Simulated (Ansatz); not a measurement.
## Te2Mo (P6_3/mmc): converging the G0W0 gap

Wanted: a G0W0 gap for Te2Mo (P6_3/mmc) that is converged in bands and cutoff, or an estimate of the limit.

Main program and level: Ansatz 0.2.0; G0W0 on PBE, plane waves, PAW.

Most raw output is cut from this account.

## (1) Starting point

The structure is hexagonal, space group P6_3/mmc (No. 194). Conventional cell: a = 3.518 Å, b = 3.518 Å, c = 13.974 Å, α = 90.00°, β = 90.00°, γ = 120.00°. Nearest to Te lie 3 Mo at 2.72 Å. Mo has 6 Te at 2.72 Å nearest. Farther neighbours and most contacts between anions are not listed.

The cell and positions come from the Crystallography Open Database and are kept as given unless a step says otherwise. Spin-orbit coupling is left out unless a step names it. The default PAW set here is soft_2. Its files were made with PBE.

## (2) 340 empty bands, screening to 100 eV

G0W0 replaces the xc potential by the self-energy, built once from these orbitals. Only a window of levels is corrected, while the sums run over the empty bands that the input names.

The input, input.yaml:

```yaml
crystal:
  lattice:
    - [3.5182, 0.0, 0.0]
    - [-1.7591, 3.0468505756, 0.0]
    - [0.0, 0.0, 13.9736]
  atoms:
    - { symbol: Te, position: [0.3333333333, 0.6666666667, 0.621] }
    - { symbol: Te, position: [0.6666666667, 0.3333333333, 0.121] }
    - { symbol: Te, position: [0.3333333333, 0.6666666667, 0.879] }
    - { symbol: Te, position: [0.6666666667, 0.3333333333, 0.379] }
    - { symbol: Mo, position: [0.3333333333, 0.6666666667, 0.25] }
    - { symbol: Mo, position: [0.6666666667, 0.3333333333, 0.75] }
kpoints:
  mp_grid: { grid: [6, 6, 2] }
hamiltonian:
  xc: pbe
scf:
  occupations: { method: fixed }
gw:
  n_empty_bands: 340
  ecut_chi: 100.0
  qp_bands: [v2, c2]
  qp_kpoints: band_edges
  screening: { model: contour_deformation }
```

The run is started by

```bash
> ansatz run input.yaml --threads 3 --pin off --max-ram 64512MiB --backend cuda --events-out ev --progress --plain --runs-dir out --devices 1 --max-vram 24GiB  # rebuilt from the run's record
```

Run time: 19 s. Hardware: 1 × NVIDIA H100 80GB HBM3 (shared by 3 runs) with 3 threads of AMD EPYC 7R13 (Zen 3), shared host; peak memory 1.7 GiB; 30 s of CPU time.

This step gave:

| Quantity | Value |
| --- | --- |
| bands summed | 386 |
| RPA ε∞ on this mesh (eigenvalues) | 10.70, 19.78, 19.78 |
| plane waves in the screening matrix | 329 |
| q-points in the mesh | 72 |
| G0W0 gap on the mesh | 0.9815 eV |
| k of the valence top | 0, 0, 0 |
| k of the conduction bottom | 0.1667, 0.1667, 0 |
| starting gap on the mesh | 0.8260 eV |
| Z at the valence top | 0.7262 |
| Z at the conduction bottom | 0.7386 |
| least direct G0W0 gap on the computed points | 1.311 eV |

The gap on the mesh goes from 0.83 eV to 0.98 eV, a correction of +0.16 eV. Between the two edge states, bare exchange in place of the xc potential would open the gap by 4.04 eV, and correlation takes back 3.89 eV.

## (3) 962 empty bands, screening to 200 eV

Bands and screening cutoff are moved together, since each hides the error of the other.

input.yaml, as its differences from that of step 2:

```diff
@@ -19,4 +19,4 @@
 gw:
-  n_empty_bands: 340
-  ecut_chi: 100.0
+  n_empty_bands: 962
+  ecut_chi: 200.0
   qp_bands: [v2, c2]
```

Run time: 64 s. Hardware: 1 × NVIDIA H100 80GB HBM3 (shared by 3 runs) with 3 threads; peak memory 4.2 GiB; 2.1 min of CPU time.

This step gave:

```yaml
bands_summed: 1008
rpa_eps_infinity_on_this_mesh_eigenvalues: 10.65, 19.52, 19.52
plane_waves_in_the_screening_matrix: 939
q_points_in_the_mesh: 72
g0w0_gap_on_the_mesh: 1.016 eV
k_of_the_valence_top: 0, 0, 0
k_of_the_conduction_bottom: 0.1667, 0.1667, 0
starting_gap_on_the_mesh: 0.8260 eV
z_at_the_valence_top: 0.7211
z_at_the_conduction_bottom: 0.7348
least_direct_g0w0_gap_on_the_computed_points: 1.306 eV
```

Against the run with 6×6×2 mesh, 340 empty bands, screening to 100 eV, the gap moves by +0.03 eV.

## (4) Changing the frequency model: 6×6×2 mesh, 962 empty bands, screening to 200 eV, plasmon pole

A plasmon pole stands in for the full frequency dependence of the screening; this run shows what that costs in accuracy.

input.yaml, as its differences from that of step 3:

```diff
@@ -23,2 +23,2 @@
   qp_kpoints: band_edges
-  screening: { model: contour_deformation }
+  screening: { model: godby_needs }
```

Wall time 2 min (1 × NVIDIA H100 80GB HBM3 (shared by 3 runs) with 3 threads); peak memory 8.4 GiB; 4.4 min of CPU time.

Numbers from this step:

```
bands summed                                 : 1008
plasmon-pole fit frequency                   : 29.10 eV
RPA ε∞ on this mesh (eigenvalues)            : 10.65, 19.52, 19.52
plane waves in the screening matrix          : 939
G0W0 gap on the mesh                         : 1.044 eV
k of the valence top                         : 0, 0, 0
k of the conduction bottom                   : 0.1667, 0.1667, 0
starting gap on the mesh                     : 0.8260 eV
least direct G0W0 gap on the computed points : 1.394 eV
```

Against the run with 6×6×2 mesh, 962 empty bands, screening to 200 eV, the gap moves by +0.03 eV.

## (5) The runs together

Times are wall times on 1 × NVIDIA H100 80GB HBM3 (shared by 3 runs) with 3 threads of AMD EPYC 7R13 (Zen 3), shared host, good to a factor of about two.

| mesh | files | frequency | bands summed | cutoff (eV) | start (eV) | G0W0 (eV) | time | host memory (GiB) |
| --- | --- | --- | --- | --- | --- | --- | --- | --- |
| 6×6×2 | default PAW | contour deformation | 386 | 100 | 0.826 | 0.981 | 19 s | 1.7 |
| 6×6×2 | default PAW | contour deformation | 1008 | 200 | 0.826 | 1.016 | 64 s | 4.2 |
| 6×6×2 | default PAW | plasmon pole | 1008 | 200 | 0.826 | 1.044 | 2 min | 8.4 |

The parts of the quasiparticle energy at the two band edges (eV; QP = start + Σx + Σc − Vxc):

| run | edge | start | Σx | Σc | Vxc | Z | QP |
| --- | --- | --- | --- | --- | --- | --- | --- |
| 386 bands | valence top | 12.48 | -18.83 | 0.42 | -18.52 | 0.73 | 12.59 |
| 386 bands | conduction bottom | 13.30 | -13.10 | -3.46 | -16.84 | 0.74 | 13.57 |
| 1008 bands | valence top | 12.48 | -18.83 | 0.17 | -18.52 | 0.72 | 12.34 |
| 1008 bands | conduction bottom | 13.30 | -13.10 | -3.68 | -16.84 | 0.73 | 13.36 |

## (6) Results

| Property | Result |
| --- | --- |
| 386 bands, 100 eV | 0.981 eV |
| 1008 bands, 200 eV | 1.016 eV |
| estimated limit in bands and cutoff | 1.04 eV |
| mesh and start | 6×6×2, PBE |

In words: A line in one over the bands through the two rungs gives 1.04 eV, +0.02 eV from the top rung; with two points alone it is an unchecked estimate. The rungs stand 0.06 eV (386 bands) and 0.02 eV (1008 bands) from it. From 386 to 1008 bands the gap moves by +0.03 eV while the time grows 3.4-fold. Σc changes by −0.25 eV at the valence top and −0.22 eV at the conduction bottom, so the levels themselves move more than the gap between them. The plasmon-pole model gives +0.03 eV against contour deformation, 15 % of the correction (the least direct gap moves by +0.09 eV), and saved no time in this program. The 6×6×2 mesh misses a band edge: over a band path and its finer mesh (run apart) the PBE gap is 0.71 eV, so the G0W0 gap over the zone may lie about 0.12 eV below its value on the mesh. The 6×6×2 mesh is coarse for this cell (its supercell is 21 Å along the shortest edge). The RPA ε∞ on it, from the PBE start, is 10.65 and 19.52; such meshes misread the long-range screening, most where the gap is narrow. The many-body steps are scalar-relativistic: spin-orbit coupling is not in them.

[Paths, hosts, dates, memory and timing lines, banners, echoed tables and standing remarks are left out of the program output.]

[Logs are printed without paths, hosts, clocks, repeated set-up lines and the standing remarks that a program may print on its own settings, such as how far it seeks lower states.]

[Runs of the session that timed out or met a known fault of the program may be left out.]

[Cells called generated may have been cut or substituted from an entry of the Crystallography Open Database or the Materials Project.]

[Hosts, paths, dates, database ids (printed as entryN), source tags and the programs' standing remarks are cut or masked in the printed files.]
